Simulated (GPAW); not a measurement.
**Optical response of SrPd2N2 (model structure)**

Aim: the dielectric function of SrPd2N2 (model structure), and the optical constants that follow from it. The cell was made here by substitution or stacking, whether or not such a phase is known. It was built so: All P replaced by N in the I4/mmm structure of SrP2Pd2. The cell given below was relaxed beforehand with Ansatz.

Method: DFT, PBE, plane-wave PAW (GPAW data sets), scalar-relativistic, RPA, optical limit, in GPAW 26.7.0.

## 1. The structure

Symmetry: I4/mmm, No. 139, tetragonal system. Conventional cell: a = 3.913 Å, b = 3.913 Å, c = 10.710 Å, α = 90.00°, β = 90.00°, γ = 90.00°. Pd has 4 Pd at 2.77 Å nearest. Nearest to Sr lie 8 N at 2.83 Å. Nearest to N lie 1 N at 1.20 Å and 4 Sr at 2.83 Å and 4 Pd at 2.85 Å. All P replaced by N in the I4/mmm structure of SrP2Pd2. Farther neighbours and most contacts between anions are not listed.

Structure file:

```cif
data_structure
_symmetry_space_group_name_H-M 'I4/mmm'
_symmetry_Int_Tables_number 139
_cell_length_a 3.9125
_cell_length_b 3.9125
_cell_length_c 10.7100
_cell_angle_alpha 90.000
_cell_angle_beta 90.000
_cell_angle_gamma 90.000
_cell_volume 163.95
loop_
_atom_site_label
_atom_site_type_symbol
_atom_site_symmetry_multiplicity
_atom_site_Wyckoff_symbol
_atom_site_fract_x
_atom_site_fract_y
_atom_site_fract_z
_atom_site_occupancy
Pd1 Pd 4 d 0.50000 0.00000 0.25000 1
Sr1 Sr 2 a 0.00000 0.00000 0.00000 1
N1 N 4 e 0.50000 0.50000 0.05606 1
```

## 2. Ground state

The self-consistent density comes first; it also tells whether there is a gap, which decides the occupations and the need for a Drude term.

This step: DFT, PBE, plane-wave PAW (GPAW data sets), scalar-relativistic, ground state (GPAW 26.7.0).

gs.py reads:

```python
from ase import Atoms
from ase.dft.bandgap import bandgap
from gpaw import GPAW, PW, FermiDirac

atoms = Atoms(['Pd', 'Pd', 'Sr', 'N', 'N'],
              cell=[[-1.95626441, 1.95626441, 5.35499149],
                    [1.95626441, -1.95626441, 5.35499149],
                    [1.95626441, 1.95626441, -5.35499149]],
              scaled_positions=[[0.25000000, 0.75000000, 0.50000000],
                                [0.75000000, 0.25000000, 0.50000000],
                                [1.00000000, 1.00000000, 1.00000000],
                                [0.55605682, 0.55605682, 0.00000000],
                                [0.44394318, 0.44394318, 0.00000000]],
              pbc=[True, True, True])
atoms.calc = GPAW(mode=PW(450), xc='PBE', kpts={'size': (8, 8, 8), 'gamma': True},
                  occupations=FermiDirac(0.05), maxiter=150, txt='gs.txt')
print('energy (eV)', atoms.get_potential_energy())
print('Fermi level (eV)', atoms.calc.get_fermi_level())
print('valence electrons', atoms.calc.get_number_of_electrons())
print('gap (eV)', bandgap(atoms.calc, output=None)[0])
print('direct gap (eV)', bandgap(atoms.calc, direct=True, output=None)[0])
atoms.calc.write('gs.gpw')
```

Started as:

```
OMP_NUM_THREADS=1 python gs.py
```

Numbers of over 12 decimals in the logs are rounded to 6 here.

What it wrote:

```text
__  _  _
 | _ |_)|_||  |
 |__||  | ||/\| - 26.7.0

Versions:
  Python: 3.12.14
  ASE:    3.29.0
  Numpy:  2.5.5
  Scipy:  1.18.1
  Libxc:  7.0.0

Input parameters:
  mode=PW(ecut=450.000000),
  kpts=MonkhorstPack(size=(8, 8, 8), gamma=True),
  maxiter=150,
  occupations=Occupations(name='fermi-dirac', width=0.05, fixmagmom=False),
  xc=XC(name='PBE')

Diagonalizing LCAO Hamiltonian
Converting LCAO to pw mode

       N      Sr

       N
         Pd
            Pd

Atoms  # Å, Bohr magnetons
|   | symbol |         x |        y |        z |    initial magnetic moments |
| 0 |     Pd |  1.956264 | 0.000000 | 2.677496 | ( 0.0000,  0.0000,  0.0000) |
| 1 |     Pd |  0.000000 | 1.956264 | 2.677496 | ( 0.0000,  0.0000,  0.0000) |
| 2 |     Sr |  1.956264 | 1.956264 | 5.354991 | ( 0.0000,  0.0000,  0.0000) |
| 3 |      N | -0.000000 | 0.000000 | 5.955359 | ( 0.0000,  0.0000,  0.0000) |
| 4 |      N | -0.000000 | 0.000000 | 4.754624 | ( 0.0000,  0.0000,  0.0000) |

Unit cell  # Å
| periodic |         x |         y |         z |  lengths |     angles |
|      yes | -1.956264 |  1.956264 |  5.354991 | 6.027427 | 142.122105 |
|      yes |  1.956264 | -1.956264 |  5.354991 | 6.027427 | 142.122105 |
|      yes |  1.956264 |  1.956264 | -5.354991 | 6.027427 |  54.644912 |

Number of symmetries: 16
Symmetry operations  # r_c * U_cc + t_c -> r_c
|    | kind |            matrix            |
|  0 |  σ   |  1, 1, 1,  0, 0,-1,  0,-1, 0 |
|  1 |  C4  |  1, 1, 1,  0, 0,-1, -1, 0, 0 |
|  2 |  E   |  1, 0, 0,  0, 1, 0,  0, 0, 1 |
|  3 |  σ   |  1, 0, 0,  0, 1, 0, -1,-1,-1 |
|  4 |  σ   |  0, 1, 0,  1, 0, 0,  0, 0, 1 |
|  5 |  C2  |  0, 1, 0,  1, 0, 0, -1,-1,-1 |
|  6 |  C2  |  0, 0, 1, -1,-1,-1,  1, 0, 0 |
|  7 |  S4  |  0, 0, 1, -1,-1,-1,  0, 1, 0 |
|  8 |  C4  |  0, 0,-1,  1, 1, 1,  0,-1, 0 |
|  9 |  σ   |  0, 0,-1,  1, 1, 1, -1, 0, 0 |
| 10 |  σ   |  0,-1, 0, -1, 0, 0,  1, 1, 1 |
| 11 |  C2  |  0,-1, 0, -1, 0, 0,  0, 0,-1 |
| 12 |  C2  | -1, 0, 0,  0,-1, 0,  1, 1, 1 |
| 13 |  i   | -1, 0, 0,  0,-1, 0,  0, 0,-1 |
| 14 |  S4  | -1,-1,-1,  0, 0, 1,  1, 0, 0 |
| 15 |  C2  | -1,-1,-1,  0, 0, 1,  0, 1, 0 |

BZ-sampling:
  Number of BZ points: 512
  Number of IBZ points: 59

  Monkhorst-Pack size: [8, 8, 8]
  Monkhorst-Pack shift: [0.0625, 0.0625, 0.0625]

K-points  # in reciprocal-cell coordinates
|     |                                coordinates |     weight |
|   0 | (  0.00000000,   0.00000000,   0.00000000) | 0.00195312 |
|   1 | (  0.12500000,  -0.12500000,   0.00000000) | 0.00781250 |
|   2 | (  0.12500000,  -0.12500000,   0.12500000) | 0.00781250 |
|   3 | (  0.12500000,   0.00000000,   0.00000000) | 0.01562500 |
|   4 | (  0.12500000,   0.12500000,  -0.12500000) | 0.00390625 |
|   5 | (  0.25000000,  -0.25000000,   0.00000000) | 0.00781250 |
|   6 | (  0.25000000,  -0.25000000,   0.12500000) | 0.01562500 |
|   7 | (  0.25000000,  -0.25000000,   0.25000000) | 0.00781250 |
|   8 | (  0.25000000,  -0.12500000,   0.00000000) | 0.03125000 |
|   9 | (  0.25000000,  -0.12500000,   0.12500000) | 0.01562500 |
| ... |                                            |            |
|  58 | (  0.50000000,   0.50000000,   0.50000000) | 0.00195312 |

Plane wave coefficients: 1793
Cutoff: 450.000000 eV

Spin-components: 1 (collinear spins)
Bands:           36
Projectors:      27
Spin-degeneracy: 2
Datatype:        complex128

Parallelization:
  kpt:    1
  domain: 1
  band:   1

Density:
  Valence electrons: 52.0
  Components: 1
  Grid points: [30 30 30]
  Charge: 0.0  # |e|

Potential:
  Grid points: [30 30 30]

species:
  Pd:
    name:    Palladium
    id:
    Z:       46.0
    valence: 16
    core:    30
    charge:  0.0  # [|e|]
    compensation charges:
      type: gauss
      rc: 0.38  # [Å]
      lmax: 2
    cutoffs:
      filter: 2.38  # [Å]
      core: 2.28  # [Å]
    projectors
    | kind |    occ | energy [eV] | rcut [Å] |
    |   5s |  0.000 |      -3.315 |    1.228 |
    |   4p |  6.000 |     -51.209 |    1.360 |
    |   5p |  0.000 |      -0.314 |    1.360 |
    |   4d | 10.000 |      -4.047 |    1.228 |
    |    s |        |      23.896 |    1.228 |
    |    d |        |      23.165 |    1.228 |

    Using partial waves for Pd as LCAO basis

  Sr:
    name:    Strontium
    id:
    Z:       38.0
    valence: 10
    core:    28
    charge:  0.0  # [|e|]
    compensation charges:
      type: gauss
      rc: 0.40  # [Å]
      lmax: 2
    cutoffs:
      filter: 2.39  # [Å]
      core: 1.85  # [Å]
    projectors
    | kind |    occ | energy [eV] | rcut [Å] |
    |   4s |  2.000 |     -40.883 |    1.291 |
    |   5s |  2.000 |      -3.525 |    1.291 |
    |   4p |  6.000 |     -22.826 |    1.291 |
    |    p |        |       4.386 |    1.291 |
    |    d |        |       0.000 |    1.254 |

    Using partial waves for Sr as LCAO basis

  N:
    name:    Nitrogen
    id:
    Z:       7.0
    valence: 5
    core:    2
    charge:  0.0  # [|e|]
    compensation charges:
      type: gauss
      rc: 0.18  # [Å]
      lmax: 2
    cutoffs:
      filter: 1.11  # [Å]
      core: 0.96  # [Å]
    projectors
    | kind |    occ | energy [eV] | rcut [Å] |
    |   2s |  2.000 |     -18.583 |    0.603 |
    |   2p |  3.000 |      -7.089 |    0.529 |
    |    s |        |       8.629 |    0.603 |
    |    p |        |      20.123 |    0.529 |
    |    d |        |       0.000 |    0.577 |

    Using partial waves for N as LCAO basis

Reference energy: -363915.194452  # eV

eigensolver:
  PPCG
  Converge bands: occupied
  niter=2

density mixing:
  MSR1-Mixer
  Pratt-step length: 0.05
  Maximum mixing coefficient: 0.75
  Old densities: 10
  SVD Regularization: 0.005
  Good broyden scale: 1.0
  Trust region scale: 1.0
  Backstep threshold: 4.0
  History deletion threshold: 6.0
  Fourier metric: weight=20.0, sigma=0.015

occupation numbers:
  Fermi-Dirac:
    width: 0.0500  # eV

poisson solver:
  ecut: 3600.000000  # eV

xc functional:
  name: PBE with 2 nearest neighbor stencil

convergence criteria:
- Maximum [total energy] change in last 3 cyles: 0.0005 eV / valence electron
- Maximum integral of absolute [dens]ity change: 0.0001 electrons / valence electron
- Maximum integral of absolute [eigenst]ate change: 4e-08 eV^2 / valence electron
maximum number of iterations: 150

SCF iterations
|iter     |      energy | eigst |  dens |
|iter:   1||  -29.971360 | +0.63 |       |
|iter:   2||  -25.526114 | -0.95 | -0.82 |
|iter:   3||  -24.043097 | -1.15 | -1.06 |
|iter:   4||  -23.853097 | -2.08 | -1.40 |
|iter:   5||  -23.769335 | -2.16 | -1.63 |
|iter:   6||  -23.766146 | -3.55 | -2.16 |
|iter:   7||  -23.765958c| -3.82 | -2.47 |
|iter:   8||  -23.766027c| -5.45 | -3.21 |
|iter:   9||  -23.766055c| -6.08 | -3.58 |
|iter:  10||  -23.766057c| -7.37 | -4.53c|
|iter:  11||  -23.766056c| -7.56c| -4.96c|

Converged in 11 steps
SCF loop duration: 109.390 s (9.945 s/step)
Energy contributions relative to reference atoms: (reference = -363915.194452)

Energy contributions:
  Kinetic:           3.365422
  Coulomb:          -8.877563
  Zero:             -0.793656
  External:          0.000000
  Xc:              -17.450139
  Entropy:          -0.020240
  Spinorbit:         0.000000
  ----------------------------
  Free energy:     -23.776176
  Extrapolated:    -23.766056

dipole moment: (-17.472744, -17.472744, 5.804701)  # |e|*Ang

Fermi level: 7.314
Eigenvalues  # (at kpt = [0.000, 0.000, 0.000])
| band index |      eig [eV] | occ [0-2] |
|          0 |       -42.186 |     2.000 |
|        ... |               |           |
|         17 |         3.794 |     2.000 |
|         18 |         5.018 |     2.000 |
|         19 |         5.018 |     2.000 |
|         20 |         5.940 |     2.000 |
|         21 |         6.170 |     2.000 |
|         22 |         6.209 |     2.000 |
|         23 |         6.209 |     2.000 |
|         24 |         7.050 |     1.990 |
|         25 |         7.448 |     0.127 |
|         26 |         7.448 |     0.126 |
|         27 |         7.910 |     0.000 |
|         28 |         8.332 |     0.000 |
|         29 |        10.538 |     0.000 |
|         30 |        11.429 |     0.000 |
|         31 |        12.850 |     0.000 |
|         32 |        12.850 |     0.000 |
|        ... |               |           |
|         35 |        16.459 |     0.000 |

No gap
No difference between direct/indirect transitions

--- standard output ---
energy (eV) -23.766056
Fermi level (eV) 7.313537
valence electrons 52.0
gap (eV) 0.0
direct gap (eV) 0.0
```

It took 1.9 min on 1 thread of Arm Neoverse V2, shared host; peak memory 0.26 GiB.

This step gave:

- energy: -23.77 eV
- Fermi energy: 7.314 eV
- electrons: 52

There are states at the Fermi level within the smearing, so the occupations stay smeared and the carriers get a Drude term.

## 3. Bands for the response

At the fixed density, many empty bands are solved on the mesh of the response, since the spectrum sums over them.

This step: DFT, PBE, plane-wave PAW (GPAW data sets), scalar-relativistic, bands at fixed density (GPAW 26.7.0).

nscf.py reads:

```python
from ase.dft.bandgap import bandgap
from gpaw import GPAW, FermiDirac

calc = GPAW('gs.gpw').fixed_density(kpts={'size': (12, 12, 12), 'gamma': True}, nbands=61, convergence={'bands': 55},
                                    occupations=FermiDirac(0.05), txt='nscf.txt')
print('gap (eV)', bandgap(calc, output=None)[0])
print('direct gap (eV)', bandgap(calc, direct=True, output=None)[0])
calc.write('full.gpw', mode='all')
```

Started as:

```
OMP_NUM_THREADS=1 python nscf.py
```

What it wrote:

```text
Diagonalizing LCAO Hamiltonian
Converting LCAO to pw mode
convergence criteria:
- Maximum integral of absolute [eigenst]ate change: 4e-08 eV^2 / valence electron
maximum number of iterations: 150

SCF iterations
|iter     |      energy | eigst |  dens |
|iter:   1||             | +2.99 |       |
|iter:   2||             | +1.86 |       |
|iter:   3||             | +0.77 |       |
|iter:   4||             | -0.28 |       |
|iter:   5||             | -0.97 |       |
|iter:   6||             | -1.72 |       |
|iter:   7||             | -2.33 |       |
|iter:   8||             | -2.91 |       |
|iter:   9||             | -3.54 |       |
|iter:  10||             | -4.16 |       |
|iter:  11||             | -4.80 |       |
|iter:  12||             | -5.38 |       |
|iter:  13||             | -6.00 |       |
|iter:  14||             | -6.52 |       |
|iter:  15||             | -6.90 |       |
|iter:  16||             | -7.17 |       |
|iter:  17||             | -7.36 |       |
|iter:  18||             | -7.51c|       |
SCF steps: 18
  __  _  _
 | _ |_)|_||  |
 |__||  | ||/\| - 26.7.0

Versions:
  Python: 3.12.14
  ASE:    3.29.0
  Numpy:  2.5.5
  Scipy:  1.18.1
  Libxc:  7.0.0

Input parameters:
  mode=PW(ecut=450.000000),
  convergence={'bands': 55},
  gpts=array([30, 30, 30]),
  kpts=MonkhorstPack(size=(12, 12, 12), gamma=True),
  maxiter=150,
  nbands=61,
  occupations=Occupations(name='fermi-dirac', width=0.05, fixmagmom=False),
  parallel={},
  xc=XC(name='PBE')

--- standard output ---
gap (eV) 0.0
direct gap (eV) 0.0
```

Elapsed: 13 min, on 1 thread; peak memory 0.58 GiB.

[end of part 1 of 2]

[Machine, clock and banner lines and Python warnings are left out of the logs.]

[Logs are printed without paths, hosts, clocks, repeated set-up lines and the standing remarks that a program may print on its own settings, such as how far it seeks lower states.]

[Hosts, paths, dates, database ids (printed as entryN), source tags and the programs' standing remarks are cut or masked in the printed files.]
